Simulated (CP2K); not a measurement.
The C K edge of 1,4-dioxane was computed by TDDFT (CP2K XAS_TDP, aug-cc-pVDZ, TDA) at these levels: PBE0, PBEh(45%) and PBEh(45%) + GW2X. The first three lines of C1 (bonded to C, O and 2 H) with a strength over 0.0015, energy in eV and strength:

| run | first | second | third |
| --- | --- | --- | --- |
| 1 | 285.12 (0.025) | 285.53 (0.021) | 285.75 (0.021) |
| 2 | 291.38 (0.024) | 291.79 (0.020) | 292.02 (0.021) |
| 3 | 278.66 (0.006) | 279.20 (0.006) | 279.35 (0.013) |

**Question.** Which run is which?

Run 1: PBEh(45%) (45 % exact exchange). Run 2: PBEh(45%) + GW2X (45 % exact exchange). Run 3: PBE0 (25 % exact exchange). Self-interaction lifts the core level, so the uncorrected lines rise with the share of exact exchange. The GW2X run keeps the spacings of its parent: 0.41 eV between the first two lines in run 2, 0.41 eV in run 1. Its shift is +6.26 eV, since the Kohn–Sham level at this share of exchange lies that far above the quasiparticle level.

[Hosts, paths, dates, database ids (printed as entryN), source tags and the programs' standing remarks are cut or masked in the printed files.]
